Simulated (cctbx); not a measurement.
# TmCo4Pb2: precision against data quality

Space group P4_2/mnm (no. 136), a = 7.9040 Å, b = 7.9040 Å, c = 4.0380 Å, α = 90.00°, β = 90.00°, γ = 90.00°.

```
atom  mult.       x       y    z  Ueq (Å²)
 Pb1      4  0.2248  0.7752  1/2    0.0051
 Tm1      2     1/2     1/2  1/2    0.0064
 Co1      8  0.8542  0.4194    0    0.0053
```

The model was made for the exercise: a known structure type with other elements put in, its volume estimated, not relaxed; displacement parameters are assumed.

Five simulated data sets (cctbx; Mo Kα, λ = 0.71073 Å; 3 % proportional error) differ in resolution or exposure (noise floor 8 counts in the first three, 8 in the last two). Each is refined with the right model, isotropic at 1.1 Å and anisotropic otherwise. How do the figures of merit and the uncertainties move?

| d min (Å) | top counts | ⟨I/σ⟩ (unmerged, absences included) | unique | param. (scale apart) | Rint | R1 | GooF | largest s.u. xyz (fractional) | s.u. U of Co1 (Å²) | largest error (Å) |
| --- | --- | --- | --- | --- | --- | --- | --- | --- | --- | --- |
| 1.1 | 40000 | 18.9 | 67 | 6 | 0.027 | 0.0086 | 1.12 | 0.00014 | 0.0003 | 0.0023 |
| 0.84 | 40000 | 19.1 | 144 | 13 | 0.028 | 0.0069 | 0.87 | 0.00006 | 0.0002 | 0.0005 |
| 0.6 | 40000 | 16.6 | 367 | 13 | 0.030 | 0.0080 | 0.96 | 0.00004 | 0.0001 | 0.0002 |
| 0.75 | 300 | 1.3 | 194 | 13 | 0.412 | 0.0699 | 0.91 | 0.00112 | 0.0041 | 0.0215 |
| 0.75 | 3000 | 6.5 | 194 | 13 | 0.079 | 0.0189 | 0.91 | 0.00021 | 0.0007 | 0.0042 |

The number of reflections grows roughly as 1/d³: 67, 144 and 367 here. R1 follows the noise rather than the truth: at 300 counts it is 0.0699, at 3000 counts 0.0189, while GooF is 0.91 and 0.91: the weights 1/σ² carry the noise. The s.u. of U (U11 where anisotropic) for Co1 goes 0.0003, 0.0002, 0.0001 Å² with resolution and 0.0041, 0.0007 Å² with exposure.

Hardware for the 0.6 Å refinement: 0.35 s on 1 thread of AMD EPYC 7B13 (Zen 3), with other jobs on the host, peak memory 0.09 GiB.

[Logs are printed without paths, hosts, clocks, repeated set-up lines and the standing remarks that a program may print on its own settings, such as how far it seeks lower states.]
